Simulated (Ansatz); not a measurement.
## Dielectric function and optical constants of TiAg2P2 (model structure)

Aim: the dielectric function of TiAg2P2 (model structure), and the optical constants that follow from it. The cell was made here by substitution or stacking, whether or not such a phase is known. It was built so: All Cu replaced by Ag and Zr replaced by Ti in the P-3m1 structure of ZrCu2P2.

Program: Ansatz 0.2.0. Level of theory: DFT, PBE, plane-wave PAW, default files, scalar-relativistic, independent-particle optical response without local fields. Values are calculated unless marked as measured.

### Step 1. The system as given

Symmetry: P-3m1, No. 164, trigonal system. Conventional cell: a = 3.855 Å, b = 3.855 Å, c = 6.246 Å, α = 90.00°, β = 90.00°, γ = 120.00°. Ag has 4 P at 2.33 to 2.42 Å nearest. Nearest to Ti lie 6 P at 2.73 Å. P has 4 Ag at 2.33 to 2.42 Å and 3 Ti at 2.73 Å nearest. Farther neighbours, and contacts between anions beyond the nearest, are not listed.

### Step 2. Relaxation

The structure was built or cut out here, so it is relaxed before any spectrum is computed.

This step: DFT, PBE, plane-wave PAW, default files, scalar-relativistic, relaxation (Ansatz 0.2.0).

input.yaml

```yaml
crystal:
  lattice:
    - [3.85472181, 0.0, 0.0]
    - [-1.92736091, 3.33828702, 0.0]
    - [0.0, 0.0, 6.24587046]
  atoms:
    - { symbol: Ag, position: [0.33333333, 0.66666667, 0.63888812] }
    - { symbol: Ag, position: [0.66666667, 0.33333333, 0.36111188] }
    - { symbol: Ti, position: [0.0, 0.0, 0.0] }
    - { symbol: P, position: [0.33333333, 0.66666667, 0.25217355] }
    - { symbol: P, position: [0.66666667, 0.33333333, 0.74782645] }
kpoints:
  mp_grid: { grid: [7, 7, 4] }
scf:
  occupations: { method: fermi_dirac, width: 0.05 }
hamiltonian:
  xc: pbe
  pseudopotentials: { kind: paw }
output:
  forces: true
  stress: true
relax:
  f_tol: 0.02
  max_steps: 50
  cell: {}
```

Started as:

```sh
ansatz run input.yaml --threads 4 --pin off --max-ram 8192MiB --backend cpu --events-out ev --progress --plain --runs-dir out
```

The log of the run:

```text
Engine: ansatz 0.2.0, x86_64-unknown-linux-gnu
Pseudopotentials: kind: paw
Pseudopotential: Ag, paw, valence charge 19, recommended cutoff 420 eV (normal), Ag.paw.azcp
Pseudopotential: Ti, paw, valence charge 12, recommended cutoff 420 eV (normal), Ti.paw.azcp
Pseudopotential: P, paw, valence charge 5, recommended cutoff 420 eV (normal), P.paw.azcp
Functional definition: PBE
  parameter kappa = 0.804
  parameter beta = 0.066725
  exchange = pbe_x(kappa = kappa, mu = beta*pi^2/3)
  correlation = pbe_c(beta = beta)
Crystal: 5 atoms, lattice volume = 80.373 Å³
Basis set: ecut = 420 eV, 1557 PW (Γ), exchange–correlation on 54×54×90 points (8 copies of the dense FFT grid, shifted against one another)
Bands: 36, of which v1, the nominal top of the filled ones, is band 30 counted from 1 (29 counted from 0)
Symmetry: 12 space group operations
Space group: P-3m1 (ITA 164), of the structure as read, at distance tolerance 4.3e-5 Å
k-points: 28 of 196
Non-local potential: Ag, projectors of the file, l = 0: 3, l = 1: 2, l = 2: 2, l = 3: 1
Non-local potential: Ti, projectors of the file, l = 0: 3, l = 1: 2, l = 2: 3, l = 3: 1
Non-local potential: P, projectors of the file, l = 0: 2, l = 1: 2, l = 2: 2
PAW form: soft (Blöchl's): semilocal exchange-correlation on the pseudo side does not see the compensation charge
PAW one-centre angular grid: Ag, 590 points (default); XC on 64 Gauss nodes
PAW one-centre angular grid: Ti, 590 points (default); XC on 64 Gauss nodes
PAW one-centre angular grid: P, 110 points (default); XC on 64 Gauss nodes
Initial density: superposition of atomic densities (neutral atoms: chi_scale 0, normalization atom), corrected by the library's trained network
Initial wavefunctions: pseudopotential atomic-orbital guess
Functional: x = pbe(κ = 0.804, μ = 0.219515), c = pbe(β = 0.066725)
SCF iter   1: F=—  HF=-19192.019049 eV  |F-HF|=—  |Δ(HF+E_count)|=         —  Δρ=7.49e-3  dr2=1.00e-1  ethr=1.77e-3  ⟨swp⟩=6.3  Hψ=3988  notcnv=0
preconditioner: auto → Kerker (q_TF=auto, 2.599 Å⁻¹)  [metal: Δε(μ)=0.030 eV  Ē_g=7.422 eV  σ=0.050 eV  W_gap=0.15  n_scr=22 (ndim 8)  ℏωp=24.9 eV  f_vac=0.006  D(μ)=1.49/eV (n_scr^D=2)]
SCF iter   2: F=—  HF=-19192.014598 eV  |F-HF|=—  |Δ(HF+E_count)|=   4.45e-3  Δρ=4.08e-3  dr2=3.28e-2  ethr=1.67e-4  ⟨swp⟩=1.8  Hψ=1287  notcnv=0
SCF iter   3: F=—  HF=-19192.012069 eV  |F-HF|=—  |Δ(HF+E_count)|=   2.53e-3  Δρ=3.78e-4  dr2=4.53e-4  ethr=5.47e-5  ⟨swp⟩=1.2  Hψ=1018  notcnv=0
SCF iter   4: F=—  HF=-19192.012038 eV  |F-HF|=—  |Δ(HF+E_count)|=   3.06e-5  Δρ=1.09e-4  dr2=3.36e-5  ethr=7.54e-7  ⟨swp⟩=2.0  Hψ=1144  notcnv=0
SCF iter   5: F=—  HF=-19192.012043 eV  |F-HF|=—  |Δ(HF+E_count)|=   5.13e-6  Δρ=4.26e-5  dr2=4.63e-6  ethr=5.59e-8  ⟨swp⟩=2.1  Hψ=1307  notcnv=0
SCF iter   6: F=—  HF=-19192.012044 eV  |F-HF|=—  |Δ(HF+E_count)|=   3.10e-7  Δρ=2.21e-5  dr2=5.12e-7  ethr=7.72e-9  ⟨swp⟩=2.0  Hψ=1466  notcnv=0
SCF iter   7: F=-19192.012044 eV  HF=-19192.012044 eV  |F-HF|=3.71e-8  |Δ(HF+E_count)|=   9.76e-8  Δρ=9.09e-6  dr2=9.69e-8  ethr=1.67e-10  ⟨swp⟩=5.0  Hψ=3510  notcnv=0
SCF 1 converged in 7 iterations: F = -19192.012044 eV  dr2 = 9.69e-8
  greatest PAW one-centre occupation: 1.000 electrons in one spin orbital (limit 2), on the Ag atom at site 1 (counted from 0), in its partial waves of l = 0
relax step   1: F+E_penalty+E_count = -19192.01204382 eV  Δ(F+E_penalty+E_count) = +0.000e0 eV  max|allowed force component| = 3.612e0 eV/Å  Δτ_max = 0.0000 Å  P = +15.902 GPa  Ω = 80.373 Å³  (7 SCF iters, dr2 threshold 1.00e-7 eV, accepted)
Crystal: 5 atoms, lattice volume = 82.722 Å³
Basis set: ecut = 420 eV, 1617 PW (Γ), exchange–correlation on 54×54×90 points (8 copies of the dense FFT grid, shifted against one another)
Initial density: handed on by an earlier stage of this run
Initial wavefunctions: those handed on with the density
iter 1 solved again at ethr=2.65e-4 eV; its pass at ethr=3.10e-3 eV (dr2=1.59e-1 eV) is discarded
SCF iter   1: F=—  HF=-19193.066789 eV  |F-HF|=—  |Δ(HF+E_count)|=         —  Δρ=1.34e-2  dr2=1.60e-1  ethr=2.65e-4  ⟨swp⟩=1.5  Hψ=5142  notcnv=0
preconditioner: auto → LDOS  [metal: Δε(μ)=0.082 eV  Ē_g=7.147 eV  σ=0.050 eV  W_gap=0.39  n_scr=22 (ndim 8)  ℏωp=24.5 eV  f_vac=0.013  D(μ)=1.74/eV (n_scr^D=8)  β→1.0]
SCF iter   2: F=—  HF=-19193.076880 eV  |F-HF|=—  |Δ(HF+E_count)|=   1.01e-2  Δρ=1.43e-2  dr2=1.82e-1  ethr=2.65e-4  ⟨swp⟩=3.2  Hψ=2241  notcnv=0
SCF iter   3: F=—  HF=-19193.029494 eV  |F-HF|=—  |Δ(HF+E_count)|=   4.74e-2  Δρ=1.76e-3  dr2=2.26e-3  ethr=2.65e-4  ⟨swp⟩=2.2  Hψ=1871  notcnv=0
SCF iter   4: F=—  HF=-19193.029154 eV  |F-HF|=—  |Δ(HF+E_count)|=   3.40e-4  Δρ=4.11e-4  dr2=1.33e-4  ethr=3.77e-6  ⟨swp⟩=2.0  Hψ=1674  notcnv=0
SCF iter   5: F=—  HF=-19193.029139 eV  |F-HF|=—  |Δ(HF+E_count)|=   1.53e-5  Δρ=1.16e-4  dr2=1.41e-5  ethr=2.22e-7  ⟨swp⟩=2.0  Hψ=1508  notcnv=0
SCF iter   6: F=—  HF=-19193.029139 eV  |F-HF|=—  |Δ(HF+E_count)|=   3.15e-8  Δρ=3.60e-5  dr2=9.90e-7  ethr=2.34e-8  ⟨swp⟩=2.0  Hψ=1464  notcnv=0
SCF iter   7: F=-19193.029139 eV  HF=-19193.029140 eV  |F-HF|=2.96e-7  |Δ(HF+E_count)|=   6.70e-7  Δρ=1.52e-5  dr2=3.77e-7  ethr=8.33e-10  ⟨swp⟩=4.6  Hψ=3356  notcnv=0
SCF 2 converged in 7 iterations: F = -19193.029139 eV  dr2 = 3.77e-7
relax step   2: F+E_penalty+E_count = -19193.02913937 eV  Δ(F+E_penalty+E_count) = -1.017e0 eV  max|allowed force component| = 9.314e-1 eV/Å  Δτ_max = 0.1948 Å  P = +6.449 GPa  Ω = 82.722 Å³  energy of the carried Pulay correction = -7.673e-4 eV  (7 SCF iters, dr2 threshold 5.00e-7 eV, accepted)
Crystal: 5 atoms, lattice volume = 86.019 Å³
Basis set: ecut = 420 eV, 1713 PW (Γ), exchange–correlation on 54×54×90 points (8 copies of the dense FFT grid, shifted against one another)
iter 1 solved again at ethr=6.76e-4 eV; its pass at ethr=3.10e-3 eV (dr2=4.06e-1 eV) is discarded
SCF iter   1: F=—  HF=-19193.339033 eV  |F-HF|=—  |Δ(HF+E_count)|=         —  Δρ=1.54e-2  dr2=4.06e-1  ethr=6.76e-4  ⟨swp⟩=1.4  Hψ=4812  notcnv=0
preconditioner: auto → LDOS  [metal: Δε(μ)=0.077 eV  Ē_g=6.921 eV  σ=0.050 eV  W_gap=0.34  n_scr=22 (ndim 8)  ℏωp=24.0 eV  f_vac=0.012  D(μ)=1.58/eV (n_scr^D=2)  β→1.0]
SCF iter   2: F=—  HF=-19193.344879 eV  |F-HF|=—  |Δ(HF+E_count)|=   5.85e-3  Δρ=1.82e-2  dr2=4.78e-1  ethr=6.76e-4  ⟨swp⟩=3.0  Hψ=1677  notcnv=0
SCF iter   3: F=—  HF=-19193.284912 eV  |F-HF|=—  |Δ(HF+E_count)|=   6.00e-2  Δρ=1.47e-3  dr2=1.27e-3  ethr=6.76e-4  ⟨swp⟩=2.3  Hψ=1490  notcnv=0
SCF iter   4: F=—  HF=-19193.284745 eV  |F-HF|=—  |Δ(HF+E_count)|=   1.67e-4  Δρ=4.53e-4  dr2=2.03e-4  ethr=2.11e-6  ⟨swp⟩=2.2  Hψ=1519  notcnv=0
SCF iter   5: F=—  HF=-19193.284730 eV  |F-HF|=—  |Δ(HF+E_count)|=   1.52e-5  Δρ=1.74e-4  dr2=2.74e-5  ethr=3.38e-7  ⟨swp⟩=2.0  Hψ=1526  notcnv=0
SCF iter   6: F=—  HF=-19193.284726 eV  |F-HF|=—  |Δ(HF+E_count)|=   3.89e-6  Δρ=4.09e-5  dr2=2.08e-6  ethr=4.57e-8  ⟨swp⟩=2.0  Hψ=1492  notcnv=0
SCF iter   7: F=-19193.284726 eV  HF=-19193.284726 eV  |F-HF|=6.87e-9  |Δ(HF+E_count)|=   1.03e-7  Δρ=1.36e-5  dr2=1.56e-7  ethr=8.33e-10  ⟨swp⟩=4.6  Hψ=3353  notcnv=0
SCF 3 converged in 7 iterations: F = -19193.284726 eV  dr2 = 1.56e-7
relax step   3: F+E_penalty+E_count = -19193.28472577 eV  Δ(F+E_penalty+E_count) = -2.556e-1 eV  max|allowed force component| = 3.976e-1 eV/Å  Δτ_max = 0.0785 Å  P = +1.323 GPa  Ω = 86.019 Å³  energy of the carried Pulay correction = -1.808e-3 eV  (7 SCF iters, dr2 threshold 5.00e-7 eV, accepted)
[... from here on, the SCF cycles and remarks between the steps are left out ...]
relax step   4: F+E_penalty+E_count = -19193.36740801 eV  Δ(F+E_penalty+E_count) = -8.268e-2 eV  max|allowed force component| = 1.145e-1 eV/Å  Δτ_max = 0.0579 Å  P = -0.025 GPa  Ω = 87.276 Å³  energy of the carried Pulay correction = -2.194e-3 eV  (7 SCF iters, dr2 threshold 5.00e-7 eV, accepted)
relax step   5: F+E_penalty+E_count = -19193.37318285 eV  Δ(F+E_penalty+E_count) = -5.775e-3 eV  max|allowed force component| = 3.863e-2 eV/Å  Δτ_max = 0.0156 Å  P = -0.418 GPa  Ω = 87.699 Å³  energy of the carried Pulay correction = -2.322e-3 eV  (6 SCF iters, dr2 threshold 5.00e-7 eV, accepted)
relax step   6: F+E_penalty+E_count = -19193.37845079 eV  Δ(F+E_penalty+E_count) = -5.268e-3 eV  max|allowed force component| = 2.534e-2 eV/Å  Δτ_max = 0.0166 Å  P = -0.071 GPa  Ω = 87.504 Å³  energy of the carried Pulay correction = -2.263e-3 eV  (6 SCF iters, dr2 threshold 5.00e-7 eV, accepted)
relax step   7: F+E_penalty+E_count = -19193.37889608 eV  Δ(F+E_penalty+E_count) = -4.453e-4 eV  max|allowed force component| = 4.642e-2 eV/Å  Δτ_max = 0.0043 Å  P = -0.301 GPa  Ω = 87.733 Å³  energy of the carried Pulay correction = -2.333e-3 eV  (6 SCF iters, dr2 threshold 1.70e-7 eV, accepted)
relax step   8: F+E_penalty+E_count = -19193.37951286 eV  Δ(F+E_penalty+E_count) = -6.168e-4 eV  max|allowed force component| = 7.266e-3 eV/Å  Δτ_max = 0.0059 Å  P = +0.062 GPa  Ω = 87.457 Å³  energy of the carried Pulay correction = -2.249e-3 eV  (6 SCF iters, dr2 threshold 2.67e-7 eV, accepted)
relax step   9: F+E_penalty+E_count = -19193.37951671 eV  Δ(F+E_penalty+E_count) = -3.853e-6 eV  max|allowed force component| = 1.786e-3 eV/Å  Δτ_max = 0.0013 Å  P = -0.004 GPa  Ω = 87.514 Å³  energy of the carried Pulay correction = -2.266e-3 eV  (6 SCF iters, dr2 threshold 1.17e-8 eV, accepted)
relax step  10: F+E_penalty+E_count = -19193.38292551 eV  Δ(F+E_penalty+E_count) = -3.409e-3 eV  max|allowed force component| = 1.932e-3 eV/Å  Δτ_max = 0.0000 Å  P = +0.046 GPa  Ω = 87.514 Å³  stress off target by 1.37e-1 GPa  SCF on the basis re-selected at this cell (its energy is not comparable with the rows above)  (7 SCF iters)
relax step  11: F+E_penalty+E_count = -19193.38302735 eV  Δ(F+E_penalty+E_count) = -1.018e-4 eV  max|allowed force component| = 4.923e-4 eV/Å  Δτ_max = 0.0020 Å  P = +0.007 GPa  Ω = 87.577 Å³  energy of the carried Pulay correction = -1.546e-5 eV  (6 SCF iters, dr2 threshold 4.71e-8 eV, accepted)
iter 1 solved again at ethr=1.81e-7 eV; its pass at ethr=3.10e-3 eV (dr2=1.08e-4 eV) is discarded
SCF iter   1: F=—  HF=-19193.383076 eV  |F-HF|=—  |Δ(HF+E_count)|=         —  Δρ=2.29e-5  dr2=1.87e-8  ethr=1.81e-7  ⟨swp⟩=3.9  Hψ=6606  notcnv=0
eigensolver tolerance schedule: the retry pair's looser diagonalisation over-reported the residual by 5810.15 of it (diagonalisation noise at 0.51 of the residual, at the tolerance the schedule requests for it); recorded, not acted on — ethr = c·dr2/N_el stays at c = 1.0e-1
preconditioner: auto → Kerker (q_TF=auto, 2.562 Å⁻¹)  [metal: Δε(μ)=0.047 eV  Ē_g=6.537 eV  σ=0.050 eV  W_gap=0.22  n_scr=22 (ndim 8)  ℏωp=23.8 eV  f_vac=0.005  D(μ)=1.61/eV (n_scr^D=2)]
SCF iter   2: F=—  HF=-19193.383049 eV  |F-HF|=—  |Δ(HF+E_count)|=   2.65e-5  Δρ=1.16e-5  dr2=5.51e-9  ethr=3.11e-11  ⟨swp⟩=3.3  Hψ=2281  notcnv=0
SCF iter   3: F=—  HF=-19193.383050 eV  |F-HF|=—  |Δ(HF+E_count)|=   7.95e-7  Δρ=4.96e-7  dr2=6.13e-10  ethr=9.18e-12  ⟨swp⟩=2.4  Hψ=1590  notcnv=0
SCF iter   4: F=—  HF=-19193.383050 eV  |F-HF|=—  |Δ(HF+E_count)|=  1.02e-10  Δρ=3.37e-7  dr2=2.68e-10  ethr=1.02e-12  ⟨swp⟩=1.2  Hψ=1015  notcnv=0
iter 5 did not close the SCF: its close was put off for the readings that it lacked (scf_convergence_deferred on its scf_iter line)
SCF iter   5: F=-19193.383050 eV  HF=-19193.383050 eV  |F-HF|=7.28e-12  |Δ(HF+E_count)|=  1.96e-10  Δρ=1.66e-7  dr2=3.10e-11  ethr=1.00e-12  ⟨swp⟩=2.5  Hψ=1403  notcnv=0
SCF iter   6: F=-19193.383050 eV  HF=-19193.383050 eV  |F-HF|=7.28e-12  |Δ(HF+E_count)|=  7.28e-12  Δρ=4.88e-8  dr2=1.57e-12  ethr=1.00e-12  ⟨swp⟩=3.0  Hψ=3405  notcnv=0
SCF 12 converged in 6 iterations: F = -19193.383050 eV  dr2 = 1.57e-12
relax step  12: F+E_penalty+E_count = -19193.38304991 eV  Δ(F+E_penalty+E_count) = -2.256e-5 eV  max|allowed force component| = 4.941e-4 eV/Å  Δτ_max = 0.0000 Å  P = +0.006 GPa  Ω = 87.577 Å³  stress off target by 1.93e-2 GPa  SCF on the basis re-selected at this cell (its energy is not comparable with the rows above)  (6 SCF iters)
basis re-selected at this cell: Δ(F+E_penalty+E_count) = -2.256e-5 eV, ΔP = -0.000 GPa vs the last step (what re-selecting the basis moved, of the pressure what is left beyond the Pulay correction that the steps carried, after the strain that the cell walked since its last selection, with what the two solves' SCF thresholds leave and, on support functions, any second-order correction that the steps lacked; it is no m [...]
SCF converged after 6 iterations
Free energy (F): -19193.383050 eV
Harris-Foulkes:  -19193.383050 eV  (|F-HF|=7.28e-12)
Internal energy: -19193.369664 eV  (E = F + TS)
E sigma→0 (E₀):  -19193.376357 eV
Entropy (-TS):   -0.013386 eV (-2.677 meV/atom)
Fermi energy:    13.038381 eV
--- Per-component energies (eV) ---
  E_band       = -762.345481
  E_kinetic    = 1466.056767
  E_local      = -6974.504891  (includes V_loc(G=0)·N_el)
  E_nonlocal   = 235.059402
  E_hartree    = 3116.029102
  E_xc         = -590.746596
  E_vxc        = -714.145052  (∫ρ·V_xc dr)
  E_paw        = -9989.271559  (= ΣΔE_a)
  E_vpaw       = -1006.870670  (= ΣTr[D̂ρ^β])
  E_aug_tail   = 0.000749  (compensation charges beyond the density's cutoff)
  E_ewald      = -6455.992638
  E_smearing   = -0.013386  (= −TS)
  E_closure    = -0.000000  (closes the sum)
  Σ components = -19193.383050   (vs F -19193.383050, Δ=0.00e0)
--- Forces (eV/Å), atoms counted from 1 ---
  atom   1  Ag     0.00000000    -0.00000000    -0.00049413
  atom   2  Ag    -0.00000000     0.00000000     0.00049413
  atom   3  Ti     0.00000000     0.00000000     0.00000000
  atom   4  P     -0.00000000     0.00000000    -0.00029147
  atom   5  P      0.00000000    -0.00000000     0.00029147
  max |Σ_I F_I| component: 3.70e-17 eV/Å
--- Stress (GPa, compression-positive) ---
       -0.000473       0.000000      -0.000000
        0.000000      -0.000473       0.000000
       -0.000000       0.000000       0.019325
  P = ⅓ Tr σ = 0.0061 GPa (0.061 kbar)
--- Relaxed structure (10 steps of the walk, 10 accepted, 2 SCFs on fresh bases) ---
  F+E_penalty+E_count = -19193.38304991 eV   max|allowed force component| = 4.941e-4 eV/Å   (the final SCF, on the basis selected at the relaxed cell)
  cell:  # Å, volume = 87.5769 Å³
    - [3.855818, 2.887572e-9, 1.910771e-17]
    - [-1.927909, 3.339236, -1.910771e-17]
    - [3.096054e-17, -1.787508e-17, 6.801830]
  atoms:
    - { symbol: Ag, position: [0.333333, 0.666667, 0.631726] }
    - { symbol: Ag, position: [0.666667, 0.333333, 0.368274] }
    - { symbol: Ti, position: [0, 0, 0] }
    - { symbol: P, position: [0.333333, 0.666667, 0.193539] }
    - { symbol: P, position: [0.666667, 0.333333, 0.806461] }
```

Wall time 8.8 s (4 threads of Intel Xeon Platinum 8488C (Sapphire Rapids), shared host); peak memory 0.61 GiB.

Reading the cycles: dr2 is the Hartree energy of the density residual (eV), the measure of convergence; HF is the Harris–Foulkes estimate of the energy, which meets the free energy F at convergence.

The steps of the relaxation:

| step | energy less that of the first step (eV) | largest force component (eV/Å) | pressure (GPa) | volume (Å³) |
| --- | --- | --- | --- | --- |
| 1 | 0.0000 | 3.6120 | 15.90 | 80.37 |
| 2 | -1.0171 | 0.9314 | 6.45 | 82.72 |
| 3 | -1.2727 | 0.3976 | 1.32 | 86.02 |
| 4 | -1.3554 | 0.1145 | -0.02 | 87.28 |
| 5 | -1.3611 | 0.0386 | -0.42 | 87.70 |
| 6 | -1.3664 | 0.0253 | -0.07 | 87.50 |
| 7 | -1.3669 | 0.0464 | -0.30 | 87.73 |
| 8 | -1.3675 | 0.0073 | 0.06 | 87.46 |
| 9 | -1.3675 | 0.0018 | 0.00 | 87.51 |
| 10* | -1.3709 | 0.0019 | 0.05 | 87.51 |
| 11 | -1.3710 | 0.0005 | 0.01 | 87.58 |
| 12* | -1.3710 | 0.0005 | 0.01 | 87.58 |

Relaxation steps marked * repeat the geometry before them on a plane-wave basis chosen anew for their cell, so energy and pressure can jump there.

The run keeps the 12 symmetry operations that the program found, so distortions that break them were not tested.

```csv
"conventional cell, symmetrised",before,after,change
a (Å),3.855,3.856,+0.0 %
b (Å),3.855,3.856,+0.0 %
c (Å),6.246,6.802,+8.9 %
volume (Å³/atom),16.07,17.52,+9.0 %
```

The atoms that moved most (Å, as changes of fractional coordinates times the final cell):

```
atom     dx     dy      dz  length
  P5  0.000  0.000   0.399   0.399
  P4  0.000  0.000  -0.399   0.399
 Ag2  0.000  0.000   0.049   0.049
 Ag1  0.000  0.000  -0.049   0.049
```

The relaxed structure:

```xyz
5
Lattice="3.8558 0.0000 0.0000 -1.9279 3.3392 0.0000 0.0000 0.0000 6.8018" Properties=species:S:1:pos:R:3 pbc="T T T"
Ag    0.0000    2.2262    4.2969
Ag    1.9279    1.1131    2.5049
Ti    0.0000    0.0000    0.0000
P     0.0000    2.2262    1.3164
P     1.9279    1.1131    5.4854
```

The relaxation ends with a largest force component of 4.9e-4 eV/Å and a pressure of 0.01 GPa.

(Part 1 of 2 ends here.)

[Long decimals in the printed logs are rounded to 6 places.]

[Logs are printed without paths, hosts, clocks, repeated set-up lines and the standing remarks that a program may print on its own settings, such as how far it seeks lower states.]

[Hosts, paths, dates, database ids (printed as entryN), source tags and the programs' standing remarks are cut or masked in the printed files.]

[Where the starting crystal was built by hand or by swapping elements, it need not be the compound's stable phase.]

[The count of steps not shown may lack steps that the program refused or didn't finish.]
